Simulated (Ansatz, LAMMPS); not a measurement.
**glassy 57SiO2-27Al2O3-16BaO (mol %) (149 atoms): close-ups with forces and charges**

Density of this cell: 2.73 g/cm³. The cell holds 149 atoms: 25 Si, 24 Al, 7 Ba and 93 O. Cell: a = 13.216 Å, b = 13.216 Å, c = 13.216 Å, α = 90.0°, β = 90.0°, γ = 90.0°. 149 atoms (25 Si, 24 Al, 7 Ba, 93 O) placed at random at 2.73 g/cm³, melted at 4000 K for 10 ps at fixed volume with the Morse and Coulomb pair potential with partial charges (Pedone, Malavasi, Menziani, Cormack and Segre, J. Phys. Chem. B 110, 11780 (2006)). Quenched from 4000 K to 300 K at 25 K/ps and fixed volume, held 5 ps.

Computed with Ansatz 0.2.0: Kohn-Sham DFT, revPBE, PAW (set soft_2), plane waves; cutoff 420 eV, Γ point, fermi-dirac smearing of 0.025 eV. Geometry: the geometry as built.

The whole cell was solved; only parts of it are printed.

Local excerpt of 34 atoms (numbers count through the whole input) about O81, which bears the longest force; x, y, z are measured from there.

```
atom      x      y      z  distance (Å)  Löwdin charge (e)     Fx     Fy  Fz (eV/Å)
 O81   0.00   0.00   0.00          0.00              -0.89   1.28   3.57       4.15
Si23  -0.25  -0.87  -1.24          1.53               1.78  -0.17  -3.19       0.62
Al31  -0.67  -0.01   1.77          1.89               1.27   0.84  -1.96      -1.52
O114  -0.61  -2.29  -0.31          2.39              -0.82   1.17  -0.81      -2.26
 O68   0.91  -0.80  -2.30          2.60              -0.84   0.84  -0.56      -0.36
O106  -1.53  -0.42  -2.11          2.64              -0.82  -2.17   0.47      -1.88
O136  -1.90  -1.22   1.55          2.74              -0.90  -1.87   1.12       1.03
O111  -0.86   1.58   2.10          2.77              -0.95  -0.59   1.32      -0.37
Ba55  -0.67   2.86  -0.65          3.01               1.93  -0.29  -0.94       0.20
 O86  -2.77   1.37  -0.37          3.11              -1.11   0.95   2.92       3.95
 Si7  -1.53  -2.65   0.96          3.21               1.74   1.10   0.23       0.34
 O87   0.19  -0.56   3.27          3.32              -0.91   1.14   0.38      -1.13
Al45  -3.07   0.46  -1.65          3.52               1.30  -1.05  -1.47      -1.57
Ba51   2.45   1.02   3.04          4.04               1.95  -0.11   0.56       0.58
Al48  -0.32   3.13   2.57          4.06               1.25   2.46  -1.38       1.85
O134   1.16   3.52   1.70          4.08              -0.96   0.76  -0.12      -0.59
 O75  -0.58   1.44  -3.80          4.11              -0.86   0.83   0.23       0.91
Al41   2.13  -0.53  -3.48          4.12               1.39  -0.03   2.65      -0.99
Al37  -1.22  -0.12  -3.98          4.17               1.42   0.84  -0.86       1.09
 O64  -0.86  -3.50   2.20          4.23              -0.89   0.54  -0.86      -0.36
O113  -4.24  -0.75  -1.20          4.47              -0.86  -0.38  -0.89       0.17
 O70   3.35   0.64  -2.96          4.52              -0.86  -0.72  -2.12       1.45
Ba56  -4.01   0.71   1.98          4.52               1.95   0.50   0.38      -1.07
 O97  -2.62  -3.68   0.43          4.54              -0.82  -0.94  -1.15      -0.42
O137  -3.37   1.72  -2.93          4.79              -0.84  -0.93   0.28      -1.44
O127  -0.72  -1.70  -4.47          4.83              -0.85   1.06  -2.10      -0.78
 O66  -1.42   4.20   1.99          4.86              -1.01  -1.44   2.62      -2.06
Si12  -0.15  -0.93   4.81          4.90               1.71   0.12  -1.17      -1.02
O121   0.12   2.91   4.28          5.18              -0.84  -1.30  -1.18      -4.78
 O74   2.96  -1.94  -3.85          5.24              -0.88   0.57  -2.12      -0.09
 O83   1.76   0.24  -5.07          5.37              -0.85  -0.12  -0.25      -0.41
Si10  -0.43   2.82  -4.57          5.39               1.77   0.65  -1.25      -2.59
 O76   4.13   2.88  -1.99          5.41              -0.82   1.22  -1.90       2.43
Al39   2.65   4.49   1.63          5.46               1.31  -0.97   0.05       0.98
```

Local excerpt of 34 atoms (numbers count through the whole input) about Ba56, one of the 7 Ba atoms; x, y, z are measured from there.

```
atom      x      y      z  distance (Å)  Löwdin charge (e)     Fx     Fy  Fz (eV/Å)
Ba56   0.00   0.00   0.00          0.00               1.95   0.50   0.38      -1.07
 O86   1.23   0.66  -2.34          2.73              -1.11   0.95   2.92       3.95
O149   0.70   2.11   1.71          2.80              -0.95  -0.92  -2.17       0.66
O132  -1.37  -2.19   1.16          2.83              -0.93  -0.42   0.30      -0.44
O136   2.10  -1.92  -0.43          2.88              -0.90  -1.87   1.12       1.03
 O96  -1.47   0.44   2.57          2.99              -0.89  -0.32  -0.58      -0.16
 O89  -2.25  -1.58  -1.46          3.11              -0.88  -0.62  -0.01       0.66
O111   3.15   0.87   0.13          3.27              -0.95  -0.59   1.32      -0.37
Al29  -1.56  -1.40   2.68          3.40               1.35   0.90  -0.32      -0.40
Al31   3.34  -0.71  -0.21          3.42               1.27   0.84  -1.96      -1.52
O113  -0.23  -1.46  -3.18          3.51              -0.86  -0.38  -0.89       0.17
Al35  -0.31   1.76   3.14          3.61               1.38  -0.06   1.03      -0.38
Al36  -2.17  -2.95  -0.26          3.67               1.34   0.71  -0.21       0.65
Al45   0.93  -0.24  -3.63          3.76               1.30  -1.05  -1.47      -1.57
Si21  -1.84  -1.67  -3.05          3.93               1.75   1.67   1.15      -0.91
Al44   1.23   3.59   1.08          3.95               1.32   0.24   0.85       1.95
 O80  -0.11  -1.82   3.70          4.12              -0.81  -0.58   0.19       0.03
 Si7   2.48  -3.36  -1.02          4.29               1.74   1.10   0.23       0.34
 O57   2.54  -1.00   3.37          4.34              -0.84  -3.08   1.27       0.81
 O66   2.59   3.49   0.01          4.35              -1.01  -1.44   2.62      -2.06
O135  -0.04   4.39   0.25          4.40              -0.83  -0.63   0.33      -1.52
Al48   3.69   2.42   0.59          4.45               1.25   2.46  -1.38       1.85
 O81   4.01  -0.71  -1.98          4.52              -0.89   1.28   3.57       4.15
 O61  -1.24  -4.21  -1.17          4.54              -0.87  -0.77  -0.03       0.43
 O87   4.19  -1.26   1.29          4.56              -0.91   1.14   0.38      -1.13
Al34   1.17  -0.68   4.45          4.65               1.41   1.45  -1.13      -0.51
O131   0.28   0.85   4.57          4.66              -0.86   0.22   0.53      -0.14
Al33  -3.15   0.47   3.45          4.70               1.41  -0.29  -0.52      -2.00
 O63   1.09  -3.86   2.51          4.73              -0.84   0.87  -0.47      -2.74
Ba55   3.34   2.16  -2.62          4.76               1.93  -0.29  -0.94       0.20
O101  -3.11   3.41   1.47          4.84              -0.86   1.76   0.36      -0.55
O125  -2.35  -0.61  -4.20          4.85              -0.80  -1.05   0.56       0.40
 O97   1.38  -4.39  -1.54          4.85              -0.82  -0.94  -1.15      -0.42
O130  -3.14  -1.36   3.48          4.88              -0.88   0.27   0.20      -0.21
```

Local excerpt of 34 atoms (numbers count through the whole input) about O86, whose charge lies farthest from its element's mean; x, y, z are measured from there.

```
atom      x      y      z  distance (Å)  Löwdin charge (e)     Fx     Fy  Fz (eV/Å)
 O86   0.00   0.00   0.00          0.00              -1.11   0.95   2.92       3.95
Al45  -0.30  -0.90  -1.29          1.60               1.30  -1.05  -1.47      -1.57
Ba55   2.11   1.50  -0.28          2.60               1.93  -0.29  -0.94       0.20
O137  -0.59   0.35  -2.57          2.66              -0.84  -0.93   0.28      -1.44
O113  -1.46  -2.12  -0.84          2.71              -0.86  -0.38  -0.89       0.17
Ba56  -1.23  -0.66   2.34          2.73               1.95   0.50   0.38      -1.07
O106   1.24  -1.79  -1.75          2.79              -0.82  -2.17   0.47      -1.88
 O81   2.77  -1.37   0.37          3.11              -0.89   1.28   3.57       4.15
O111   1.92   0.21   2.47          3.13              -0.95  -0.59   1.32      -0.37
Al31   2.11  -1.37   2.14          3.30               1.27   0.84  -1.96      -1.52
O136   0.87  -2.58   1.92          3.33              -0.90  -1.87   1.12       1.03
Si23   2.52  -2.23  -0.87          3.48               1.78  -0.17  -3.19       0.62
Al30  -1.47   1.92  -2.61          3.56               1.40   0.25  -0.27       0.27
 O67  -2.76   2.31  -1.52          3.91              -0.84   0.13  -0.95       0.60
Si21  -3.08  -2.33  -0.70          3.92               1.75   1.67   1.15      -0.91
 O66   1.36   2.83   2.35          3.93              -1.01  -1.44   2.62      -2.06
 O75   2.19   0.08  -3.44          4.08              -0.86   0.83   0.23       0.91
Al37   1.55  -1.48  -3.62          4.20               1.42   0.84  -0.86       1.09
Al48   2.46   1.76   2.94          4.21               1.25   2.46  -1.38       1.85
O125  -3.58  -1.27  -1.85          4.23              -0.80  -1.05   0.56       0.40
O143   1.49   3.70  -1.40          4.23              -1.02   0.51   0.01       1.86
 O89  -3.48  -2.24   0.88          4.23              -0.88  -0.62  -0.01       0.66
O114   2.17  -3.65   0.06          4.25              -0.82   1.17  -0.81      -2.26
O149  -0.53   1.45   4.05          4.33              -0.95  -0.92  -2.17       0.66
 Si7   1.24  -4.02   1.33          4.41               1.74   1.10   0.23       0.34
Al44   0.00   2.93   3.42          4.51               1.32   0.24   0.85       1.95
 O98   1.15   2.39  -3.74          4.59              -0.81  -1.57  -0.53      -0.62
Al27  -1.23  -0.02  -4.45          4.62               1.36  -0.14  -0.54       0.66
 O82  -0.66   3.64  -2.83          4.66              -0.82  -2.18   0.41      -0.42
 O68   3.69  -2.17  -1.93          4.69              -0.84   0.84  -0.56      -0.36
O135  -1.27   3.73   2.60          4.72              -0.83  -0.63   0.33      -1.52
 Si4   0.99   3.73  -2.88          4.81               1.73   0.95   0.69       0.55
 O94   0.23  -1.28  -4.67          4.85              -0.87  -2.20   0.87      -0.82
O134   3.93   2.16   2.06          4.94              -0.96   0.76  -0.12      -0.59
```

The surroundings of O95, picked at random, nearest first, numbered as they follow in the input and with coordinates relative to it.

```
atom      x      y      z  distance (Å)  Löwdin charge (e)     Fx     Fy  Fz (eV/Å)
 O95   0.00   0.00   0.00          0.00              -0.86   0.13   1.72       1.96
 Si6  -1.02   0.55  -1.04          1.55               1.74  -1.98  -0.42      -1.62
Al49   0.90  -1.38   0.15          1.66               1.43   1.19  -1.09       3.43
O139  -0.89   2.08  -1.34          2.63              -0.89  -0.35   2.13       0.47
O107  -1.12  -0.26  -2.39          2.66              -0.79  -0.72  -1.06      -1.23
O124   0.72  -2.30  -1.13          2.66              -0.94   0.18  -1.05      -1.42
 O79  -2.57   0.70  -0.39          2.69              -0.84  -0.40   1.18      -0.22
O140   2.51   1.30  -0.30          2.84              -0.84  -0.65  -0.40       1.30
 O88  -2.19  -1.61   0.86          2.85              -0.86   0.33  -0.09      -0.37
O102   0.04  -2.68   1.41          3.03              -0.77   1.04  -0.01       0.36
Ba54  -0.63   2.55   1.52          3.04               1.92  -0.24  -0.03      -0.22
 O65   2.54  -1.47   0.85          3.05              -0.86   0.68   0.00      -0.43
Al32  -3.11  -0.17   1.01          3.27               1.37  -1.40  -1.61       1.69
O144   1.67   1.58   2.41          3.33              -0.90  -1.94   0.92       1.19
Si11   2.58   1.21  -1.87          3.41               1.76   1.79   1.44      -0.76
 Si2  -1.52  -2.41   2.08          3.53               1.77   0.59  -0.56      -2.89
O146   1.31   1.98  -2.72          3.61              -0.83   1.16  -0.75      -0.06
O116   2.74  -0.26  -2.35          3.62              -0.83  -0.27  -2.29      -0.57
Al28   2.91   1.71   1.31          3.62               1.38   2.59   0.46      -2.05
O142  -2.52   0.54   2.56          3.64              -0.90  -0.31   1.82      -0.11
Al42   0.25   3.19  -1.99          3.76               1.37   0.50   0.98       1.27
 O71   0.97   3.64  -0.41          3.79              -0.97  -3.67  -1.62      -0.81
```

Length of the force by element:

```
element  coordination  atoms  mean length of the force (eV/Å)  spread  least  most
     Al           all     24                             2.03   0.927  0.457  3.79
     Ba           all      7                            0.719   0.309  0.329  1.24
      O           all     93                             1.87    1.03  0.395  5.62
     Si           all     25                             2.63    1.12   1.10  5.61
```

Löwdin charges by element (they lack the spilled electrons, 0.063 e an atom on average):

```
element  coordination  atoms  mean charge (e)  spread  least    most
     Al           all     24             1.37  0.0468   1.25    1.43
     Ba           all      7             1.93  0.0168   1.91    1.95
      O           all     93           -0.865  0.0547  -1.11  -0.767
     Si           all     25             1.74  0.0238   1.69    1.78
```

The quench rate of 25 K/ps is many orders above laboratory rates, so the cell is likely richer in defects and strain than a real sample. The force components of 1.3 eV/Å r.m.s. hold both thermal displacement and the mismatch between the potential that made the cell and DFT. The network of bonds at the start is that of the classical potential that made the cell, and needn't be the one that DFT or experiment would give. Only the Γ point is sampled, in a cell whose shortest periodic width is 13 Å. The Löwdin charges lack the electrons that the projection spills, 0.063 e an atom on average.

[Logs are printed without paths, hosts, clocks, repeated set-up lines and the standing remarks that a program may print on its own settings, such as how far it seeks lower states.]

[Hosts, paths, dates, database ids (printed as entryN), source tags and the programs' standing remarks are cut or masked in the printed files.]
